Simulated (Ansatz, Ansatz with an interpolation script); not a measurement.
## CsPbBr3 (Pm-3m): what limits a Wannier interpolation of GW

Wanted: errors and cost of interpolated bands of CsPbBr3 (Pm-3m) under coarser or faulty settings.

Method: maximally localised Wannier functions, PBE, plane waves, PAW, in Ansatz 0.2.0.

### Step 1. The starting structure

It takes space group Pm-3m (No. 221, cubic). Conventional cell: a = 5.949 Å, b = 5.949 Å, c = 5.949 Å, α = 90.00°, β = 90.00°, γ = 90.00°. Cs has 12 Br at 4.21 Å nearest. Pb has 6 Br at 2.97 Å nearest. Br has 2 Pb at 2.97 Å and 4 Cs at 4.21 Å nearest. Farther neighbours and most contacts between anions are not listed.

The cell and positions are those that the Materials Project relaxed with its own functionals (PBE, PBE+U or r2SCAN), kept fixed. Spin-orbit coupling is left out unless a step names it. The default PAW set here is soft_2. Its files were made with PBE.

### Step 2. Wannier model on 8×8×8

Localised functions give a small Hamiltonian that interpolates between mesh points at no cost.

Input file input.yaml:

```yaml
crystal:
  lattice:
    - [5.94863082, 0.0, 0.0]
    - [0.0, 5.94863082, 0.0]
    - [0.0, 0.0, 5.94863082]
  atoms:
    - { symbol: Cs, position: [0.0, 0.0, 0.0] }
    - { symbol: Pb, position: [0.5, 0.5, 0.5] }
    - { symbol: Br, position: [0.5, 0.5, 0.0] }
    - { symbol: Br, position: [0.5, 0.0, 0.5] }
    - { symbol: Br, position: [0.0, 0.5, 0.5] }
kpoints:
  mp_grid: { grid: [4, 4, 4] }
hamiltonian:
  xc: pbe
scf:
  occupations: { method: fixed }
  n_extra_bands: 111
output:
  wannier:
    kmesh: [8, 8, 8]
    projections:
      - { species: Br, l: p, shell: 4 }
      - { species: Cs, l: s, shell: 6 }
      - { species: Pb, l: p, shell: 6 }
    minimise: true
    write_hr: true
    seedname: w
    conv_tol: 1.0e-06
    max_iter: 20000
    stability_check: false
    disentanglement:
      window: [-0.86, 11.81]
      frozen_window: [-0.86, 7.57]
      conv_tol: 1.0e-08
```

On the command line:

```sh
> ansatz run input.yaml --threads 16 --pin off --max-ram 64512MiB --backend cuda --events-out ev --progress --plain --runs-dir out --devices 1 --max-vram 78GiB
```

Numbers of over 12 decimals in the logs are rounded to 6 here.

What it wrote:

```text
scf.n_extra_bands = 111 over 22 filled bands (N_el = 44.0): the run solves 133 bands
GPUs: using 1 of 1 available (devices: 1).
Engine: ansatz 0.2.0, aarch64-unknown-linux-gnu
Pseudopotentials: kind: paw
Pseudopotential: Cs, paw, valence charge 9, recommended cutoff 420 eV (normal), Cs.paw.azcp
Pseudopotential: Pb, paw, valence charge 14, recommended cutoff 420 eV (normal), Pb.paw.azcp
Pseudopotential: Br, paw, valence charge 7, recommended cutoff 420 eV (normal), Br.paw.azcp
Functional definition: PBE
  parameter kappa = 0.804
  parameter beta = 0.066725
  exchange = pbe_x(kappa = kappa, mu = beta*pi^2/3)
  correlation = pbe_c(beta = beta)
[...]
Crystal: 5 atoms, lattice volume = 210.499 Å³
Basis set: ecut = 420 eV, 4067 PW (Γ)
Bands: 133, of which v1, the nominal top of the filled ones, is band 22 counted from 1 (21 counted from 0)
Symmetry: 48 space group operations
Space group: Pm-3m (ITA 221), of the structure as read, at distance tolerance 5.9e-5 Å
k-points: 10 of 64
Non-local potential: Cs, projectors of the file, l = 0: 3, l = 1: 2, l = 2: 2, l = 3: 2
Non-local potential: Pb, projectors of the file, l = 0: 2, l = 1: 2, l = 2: 2, l = 3: 2
Non-local potential: Br, projectors of the file, l = 0: 2, l = 1: 2, l = 2: 2
PAW form: soft (Blöchl's): semilocal exchange-correlation on the pseudo side does not see the compensation charge
PAW one-centre angular grid: Cs, 194 points (default); XC on 64 Gauss nodes
PAW one-centre angular grid: Pb, 590 points (default); XC on 64 Gauss nodes
PAW one-centre angular grid: Br, 110 points (default); XC on 64 Gauss nodes
Initial density: superposition of atomic densities (neutral atoms: chi_scale 0, normalization atom), corrected by the library's trained network
Initial wavefunctions: pseudopotential atomic-orbital guess
[...]
Functional: x = pbe(κ = 0.804, μ = 0.219515), c = pbe(β = 0.066725)
SCF iter   1: F=—  HF=-25933.239133 eV  |F-HF|=—  |Δ(HF+E_count)|=         —  Δρ=8.97e-4  dr2=3.42e-3  ethr=1.77e-3  ⟨swp⟩=5.0  Hψ=4621  notcnv=0  defer=1081
preconditioner: auto → Resta (q_TF=auto, 2.102 Å⁻¹)  ε∞=1.3  [insulator: Δε(μ)=1.692 eV  Ē_g=28.605 eV  n_scr=26 (ndim 8)  ℏωp=16.6 eV  f_vac=0.061  ε∞_Penn≈1.3]
SCF iter   2: F=—  HF=-25933.240082 eV  |F-HF|=—  |Δ(HF+E_count)|=   9.50e-4  Δρ=4.35e-4  dr2=6.97e-4  ethr=7.77e-6  ⟨swp⟩=2.3  Hψ=1758  notcnv=0  defer=1088
SCF iter   3: F=—  HF=-25933.239864 eV  |F-HF|=—  |Δ(HF+E_count)|=   2.19e-4  Δρ=1.84e-4  dr2=9.09e-5  ethr=1.58e-6  ⟨swp⟩=2.1  Hψ=391  notcnv=0  defer=1076
SCF iter   4: F=—  HF=-25933.239956 eV  |F-HF|=—  |Δ(HF+E_count)|=   9.24e-5  Δρ=6.69e-5  dr2=1.69e-5  ethr=2.07e-7  ⟨swp⟩=2.0  Hψ=481  notcnv=0  defer=1085
SCF iter   5: F=—  HF=-25933.239954 eV  |F-HF|=—  |Δ(HF+E_count)|=   2.24e-6  Δρ=3.45e-5  dr2=5.04e-6  ethr=3.84e-8  ⟨swp⟩=2.3  Hψ=474  notcnv=0  defer=1087
SCF iter   6: F=—  HF=-25933.239952 eV  |F-HF|=—  |Δ(HF+E_count)|=   1.27e-6  Δρ=1.24e-5  dr2=6.61e-7  ethr=1.14e-8  ⟨swp⟩=2.1  Hψ=382  notcnv=0  defer=1088
SCF iter   7: F=-25933.239952 eV  HF=-25933.239952 eV  |F-HF|=7.37e-8  |Δ(HF+E_count)|=   1.86e-7  Δρ=4.59e-6  dr2=9.85e-8  ethr=2.27e-10  ⟨swp⟩=17.9  Hψ=16141  notcnv=0
SCF 1 converged in 7 iterations: F = -25933.239952 eV  dr2 = 9.85e-8
[...]
NSCF: frozen V_eff on 10 k-points
[...]
concurrent solve slots: 13 of 16 are kept, ahead of what memory takes: no pass of the eigensolver takes more rounds on 13
[...]
NSCF: frozen V_eff on 38 k-points
the Wannier pass solved 38 of the 512 points of its mesh, and has the states at the others by symmetry: states obtained by the crystal's operations at points that were solved too leave a residual of 3.15e-13 eV (read by the count's bands and the next), within 5.56e-6 eV
SCF converged after 7 iterations
Free energy (F): -25933.239952 eV
Harris-Foulkes:  -25933.239952 eV  (|F-HF|=7.37e-8)
Internal energy: -25933.239952 eV  (E = F + TS)
E sigma→0 (E₀):  -25933.239952 eV
Fermi energy:    3.287695 eV
--- Per-component energies (eV) ---
  E_band       = -254.666842
  E_kinetic    = 828.599197
  E_local      = -2704.026719  (includes V_loc(G=0)·N_el)
  E_nonlocal   = 590.941534
  E_hartree    = 992.522319
  E_xc         = -1189.298514
  E_vxc        = -570.086574  (∫ρ·V_xc dr)
  E_paw        = -22209.273986  (= ΣΔE_a)
  E_vpaw       = -385.136537  (= ΣTr[D̂ρ^β])
  E_aug_tail   = 0.000041  (compensation charges beyond the density's cutoff)
  E_ewald      = -2242.703825
  E_smearing   = -0.000000  (= −TS)
  E_closure    = -0.000000  (closes the sum)
  Σ components = -25933.239952   (vs F -25933.239952, Δ=0.00e0)
--- Band table (eV; the first three rows and the last of 10) ---
  k-point 0: bands = [... 18 lower, 1.3776, 1.4783, 1.4783, 1.4783, 6.4626, 7.6210, 7.6210, 8.3609, ... 36 higher]
  k-point 1: bands = [... 18 lower, 1.3183, 1.4259, 1.4259, 1.4891, 6.9874, 7.5976, 7.9837, 8.0387, ... 36 higher]
  k-point 2: bands = [... 18 lower, 1.2616, 1.3853, 1.3853, 1.9809, 5.9311, 7.8705, 8.4882, 8.5786, ... 36 higher]
  k-point 9: bands = [... 18 lower, 1.8302, 1.8302, 1.8302, 3.2877, 4.9669, 4.9669, 4.9669, 7.9571, ... 36 higher]
Wannier search: line search 1 of at most 20000: gauge-dependent spread (as the search counts it) 0.8660664 Å², largest recent change 1.7e-1 Å² against conv_tol 1.0e-6 Å², 0 stops escaped
```

Run time: 5.2 s. Hardware: 1 × NVIDIA GB200 (shared by 2 runs) with 16 threads of Arm Neoverse V2, shared host; peak memory 1.9 GiB.

This step gave:

| Property | Result |
| --- | --- |
| gauge-invariant spread | 37.20 Å² |
| diagonal spread | 1.17e-20 Å² |
| off-diagonal spread | 0.6692 Å² |
| total spread | 37.87 Å² |
| least projectability | 0.4629 |
| localisation steps | 44 |
| disentanglement steps | 141 |
| r.m.s. interpolation error | 0.003355 eV |
| r.m.s. error near the gap | 0.004526 eV |

Near the gap the model misses directly solved bands by 4.5 meV r.m.s. and by 60 meV at most in the window tested. This tests the starting bands, not the corrections carried with them.

### Step 3. Wannier model on 4×4×4

Edit input.yaml of step 2 so:

```diff
@@ -20,3 +20,3 @@
   wannier:
-    kmesh: [8, 8, 8]
+    kmesh: [4, 4, 4]
     projections:
```

What it wrote:

```text
[...]
GPUs: using 1 of 1 available (devices: 1).
[...]
device memory: the entry about to start is reckoned to put 11.9 GiB on a device that reports 149.6 GiB free (of which the cap on the GPU budget leaves the run 78.0 GiB)
GPU FFT provider: cuFFT
GPU libraries: cuBLAS 13.8.1, cuFFT 12.4.0, cuSOLVER 12.3.2
GPU matrix products: emulated (plane waves: as basis.precision tells), large ones in fixed point in workspaces of 1.00 GiB
Crystal: 5 atoms, lattice volume = 210.499 Å³
Basis set: ecut = 420 eV, 4067 PW (Γ)
Bands: 133, of which v1, the nominal top of the filled ones, is band 22 counted from 1 (21 counted from 0)
Symmetry: 48 space group operations
[...]
k-points: 10 of 64
[...]
GPU buffer pool allocated for 64000 grid points (all kernels)
GPU transforms: local potential and band sums: pruned to the plane-wave sphere, on 40×40×40
[...]
SCF iter   1: F=—  HF=-25933.239133 eV  |F-HF|=—  |Δ(HF+E_count)|=         —  Δρ=8.97e-4  dr2=3.42e-3  ethr=1.77e-3  ⟨swp⟩=5.0  Hψ=4621  notcnv=0  defer=1081
[...]
SCF iter   7: F=-25933.239952 eV  HF=-25933.239952 eV  |F-HF|=7.37e-8  |Δ(HF+E_count)|=   1.86e-7  Δρ=4.59e-6  dr2=9.85e-8  ethr=2.27e-10  ⟨swp⟩=17.9  Hψ=16141  notcnv=0
SCF 1 converged in 7 iterations: F = -25933.239952 eV  dr2 = 9.85e-8
[...]
NSCF: frozen V_eff on 10 k-points
[...]
SCF converged after 7 iterations
Free energy (F): -25933.239952 eV
[...]
Internal energy: -25933.239952 eV  (E = F + TS)
E sigma→0 (E₀):  -25933.239952 eV
Fermi energy:    3.287695 eV
[...]
--- Band table (eV; the first three rows and the last of 10) ---
  k-point 0: bands = [... 18 lower, 1.3776, 1.4783, 1.4783, 1.4783, 6.4626, 7.6210, 7.6210, 8.3609, ... 107 higher]
  k-point 1: bands = [... 18 lower, 1.3183, 1.4259, 1.4259, 1.4891, 6.9874, 7.5976, 7.9837, 8.0387, ... 107 higher]
  k-point 2: bands = [... 18 lower, 1.2616, 1.3853, 1.3853, 1.9809, 5.9311, 7.8705, 8.4882, 8.5786, ... 107 higher]
  k-point 9: bands = [... 18 lower, 1.8302, 1.8302, 1.8302, 3.2877, 4.9669, 4.9669, 4.9669, 7.9571, ... 107 higher]
[...]
```

Elapsed: 1.8 s, on 1 × NVIDIA GB200 (shared by 2 runs) with 16 threads; peak memory 1.2 GiB; 6.8 s of CPU time.

This step gave:

```yaml
gauge_invariant_spread: 34.43 Å²
diagonal_spread: 2.35e-21 Å²
off_diagonal_spread: 0.7541 Å²
total_spread: 35.18 Å²
least_projectability: 0.4629
localisation_steps: 20
disentanglement_steps: 47
r_m_s_interpolation_error: 0.01179 eV
r_m_s_error_near_the_gap: 0.01548 eV
```

Near the gap the model misses directly solved bands by 15.5 meV r.m.s. and by 91 meV at most in the window tested. This tests the starting bands, not the corrections carried with them.

Frozen up to 4.28 eV; above it the model need not follow the bands. The electronic bands at the labelled points (eV, zero at the valence-band top; v1 is the highest filled band, c1 the lowest empty one):

```tsv
point	v4	v3	v2	v1	c1	c2	c3	c4
Γ	-1.91	-1.81	-1.81	-1.81	3.17	5.91	5.91	5.91
halfway	-1.97	-1.86	-1.86	-1.80	3.70	4.34	5.61	5.61
X	-2.03	-1.90	-1.90	-1.31	2.64	4.96	5.39	5.39
halfway	-2.01	-1.93	-1.66	-1.15	2.42	3.82	5.12	5.26
M	-2.11	-2.06	-1.47	-0.64	2.19	2.19	4.90	5.69
halfway	-1.94	-1.91	-1.73	-1.70	3.88	3.97	4.56	5.32
Γ	-1.91	-1.81	-1.81	-1.81	3.17	5.91	5.91	5.91
halfway	-1.78	-1.71	-1.71	-1.70	3.72	3.72	3.74	4.90
R	-1.46	-1.46	-1.46	0.00	1.68	1.68	1.68	4.67
halfway	-1.77	-1.72	-1.62	-1.04	2.18	3.53	3.61	5.22
X	-2.03	-1.90	-1.90	-1.31	2.64	4.96	5.39	5.39
jump to R	-1.46	-1.46	-1.46	0.00	1.68	1.68	1.68	4.67
halfway	-1.71	-1.71	-1.46	-0.51	1.94	1.94	3.36	5.19
M	-2.11	-2.06	-1.47	-0.64	2.19	2.19	4.90	5.69
```

The same for Kohn-Sham, solved directly:

```tsv
point	v4	v3	v2	v1	c1	c2	c3	c4
Γ	-1.91	-1.81	-1.81	-1.81	3.17	4.33	4.33	5.07
X	-2.03	-1.90	-1.90	-1.31	2.64	4.58	5.20	5.29
M	-2.11	-2.06	-1.47	-0.64	2.19	2.19	4.90	5.32
Γ	-1.91	-1.81	-1.81	-1.81	3.17	4.33	4.33	5.07
R	-1.46	-1.46	-1.46	0.00	1.68	1.68	1.68	4.67
X	-2.03	-1.90	-1.90	-1.31	2.64	4.58	5.20	5.29
R	-1.46	-1.46	-1.46	0.00	1.68	1.68	1.68	4.67
M	-2.11	-2.06	-1.47	-0.64	2.19	2.19	4.90	5.32
```

### Step 4. A faulty Wannier input

Edit input.yaml of step 3 so:

```diff
@@ -29,3 +29,3 @@
     conv_tol: 1.0e-06
-    max_iter: 20000
+    max_iter: 3
     stability_check: false
```

What it wrote:

```text
Error: invalid value for `output.wannier.max_iter`: must be ≥ 5; got 3
```

Run time: 0.05 s. Hardware: 16 threads; peak memory 0.053 GiB.

The input was rejected at the start.

The program's message: “Error: invalid value for `output.wannier.max_iter`: must be ≥ 5; got 3”

The fault put into this input: too few iterations.

### Step 5. G0W0: 4×4×4 mesh, 1454 empty bands, screening to 210 eV

Now the one-shot GW correction: screening in the RPA, then the self-energy of the levels asked for.

This step: G0W0 on PBE, plane waves, PAW.

input.yaml, the sections that differ from step 4:

```yaml
scf:
  occupations: { method: fixed }
gw:
  n_empty_bands: 1454
  ecut_chi: 210.0
  qp_bands: [v9, c3]
  screening: { model: contour_deformation }
# crystal, kpoints, hamiltonian: as in step 4
# output: removed
```

What it wrote:

```text
GPUs: using 1 of 1 available (devices: 1).
[...]
Crystal: 5 atoms, lattice volume = 210.499 Å³
Basis set: ecut = 420 eV, 4067 PW (Γ)
Bands: 27, of which v1, the nominal top of the filled ones, is band 22 counted from 1 (21 counted from 0)
Symmetry: 48 space group operations
[...]
k-points: 10 of 64
[...]
5    24      5.4789    -8.7835    -3.4322   -12.4704  0.7831     5.7349     5.7336  root
[...]
9    22      3.2878   -19.1806     0.5735   -17.6129  0.7698     2.2714     2.2936  root
     9    23      4.9669    -7.9861    -3.3325   -11.5499  0.7907     5.1991     5.1981  root
     9    24      4.9669    -7.9861    -3.3325   -11.5499  0.7907     5.1991     5.1981  root
     9    25      4.9669    -7.9861    -3.3325   -11.5499  0.7907     5.1991     5.1981  root
[key lines of the parts left out:]
SCF converged after 6 iterations
Free energy (F): -25933.239952 eV
Fermi energy:    3.287773 eV
```

Wall time 79 s (1 × NVIDIA GB200 (shared by 2 runs) with 16 threads); peak memory 3.7 GiB; 3.6 min of CPU time.

The G0W0 gap on the mesh is 2.904 eV.

### Step 6. G0W0: 2×2×2 mesh, 1454 empty bands, screening to 210 eV

Edit input.yaml of step 5 so:

```diff
@@ -12,3 +12,3 @@
 kpoints:
-  mp_grid: { grid: [4, 4, 4] }
+  mp_grid: { grid: [2, 2, 2] }
 hamiltonian:
```

What it wrote:

```text
GPUs: using 1 of 1 available (devices: 1).
[...]
GPU FFT provider: cuFFT
GPU libraries: cuBLAS 13.8.1, cuFFT 12.4.0, cuSOLVER 12.3.2
[...]
Crystal: 5 atoms, lattice volume = 210.499 Å³
Basis set: ecut = 420 eV, 4067 PW (Γ)
Bands: 27, of which v1, the nominal top of the filled ones, is band 22 counted from 1 (21 counted from 0)
Symmetry: 48 space group operations
[...]
k-points: 4 of 8
[...]
0    21      1.5358   -19.2203     2.7088   -15.3349  0.7207     0.2871     0.3592  root
[...]
3    22      3.2919   -19.8484     1.2743   -17.5781  0.7472     2.2568     2.2959  root
     3    23      4.9051    -7.6128    -3.7577   -11.5474  0.7670     5.0829     5.0820  root
     3    24      4.9051    -7.6128    -3.7577   -11.5474  0.7670     5.0829     5.0820  root
     3    25      4.9051    -7.6128    -3.7577   -11.5474  0.7670     5.0829     5.0820  root
[key lines of the parts left out:]
SCF converged after 6 iterations
Free energy (F): -25932.644075 eV
Fermi energy:    3.291879 eV
```

Elapsed: 9.3 s, on 1 × NVIDIA GB200 (shared by 2 runs) with 16 threads; peak memory 2.7 GiB.

The G0W0 gap on the mesh is 2.786 eV.

(Part 1 of 2 ends here.)

[Paths, hosts, dates, memory and timing lines, banners, echoed tables and standing remarks are left out of the program output.]

[Logs are printed without paths, hosts, clocks, repeated set-up lines and the standing remarks that a program may print on its own settings, such as how far it seeks lower states.]

[Runs of the session that timed out or met a known fault of the program may be left out.]

[Hosts, paths, dates, database ids (printed as entryN), source tags and the programs' standing remarks are cut or masked in the printed files.]
